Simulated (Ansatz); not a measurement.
Consider Ga2AsP (zincblende [001] superlattice) (P-4m2).

The structure was built from a prototype and need not be the compound's stable phase.

Symmetry: P-4m2, No. 115, tetragonal system. The conventional cell has a = 3.926 Å, b = 3.926 Å, c = 5.540 Å, α = 90.00°, β = 90.00°, γ = 90.00°. Ga has 2 P at 2.37 Å and 2 As at 2.43 Å nearest. Nearest to As lie 4 Ga at 2.43 Å. Nearest to P lie 4 Ga at 2.37 Å. It derives from GaAs. Farther neighbours are not listed.

```xyz
4
Lattice="3.9261 0.0000 0.0000 0.0000 3.9261 0.0000 0.0000 0.0000 5.5400" Properties=species:S:1:pos:R:3 pbc="T T T"
Ga    0.0000    0.0000    0.6689
As    1.9630    0.0000    2.1028
Ga    1.9630    1.9630    3.5368
P     0.0000    1.9630    4.8729
```

The structure was relaxed with PBEsol. The runs that relaxed it are not among those shown.

Gaps computed with Ansatz 0.2.0 without a self-energy: PBEsol 1.04 eV, PBEsol+SOC 0.96 eV and HSE06 1.89 eV.

Q: Estimate the G0W0@PBEsol gap with 4×4×4 mesh, 165 empty bands, screening to 90 eV, PAW set soft_1 files.

About 1.61 eV: on its mesh the run moves the gap from 1.03 eV by +0.58 eV. A band edge moves to another state on the way. Among the scalar-relativistic levels given, HSE06 is nearest (+0.28 eV). Spin-orbit coupling is not in that value; its −0.08 eV at the PBEsol level would bring it to about 1.54 eV. Bands and cutoff are finite, so the gap is not at the basis limit. The miss can reach some tenths of an eV and take either sign; the mesh is an error of its own. The 4×4×4 mesh is coarse for this cell (its supercell is 16 Å along the shortest edge). The RPA ε∞ on it, from the PBEsol start, is 19.08 and 22.17; such meshes misread the long-range screening, most where the gap is narrow. The many-body steps are scalar-relativistic: spin-orbit coupling is not in them.

[Paths, hosts, dates, memory and timing lines, banners, echoed tables and standing remarks are left out of the program output.]

[Logs are printed without paths, hosts, clocks, repeated set-up lines and the standing remarks that a program may print on its own settings, such as how far it seeks lower states.]

[Runs of the session that timed out or met a known fault of the program may be left out.]

[Cells called generated may have been cut or substituted from an entry of the Crystallography Open Database or the Materials Project.]

[Hosts, paths, dates, database ids (printed as entryN), source tags and the programs' standing remarks are cut or masked in the printed files.]
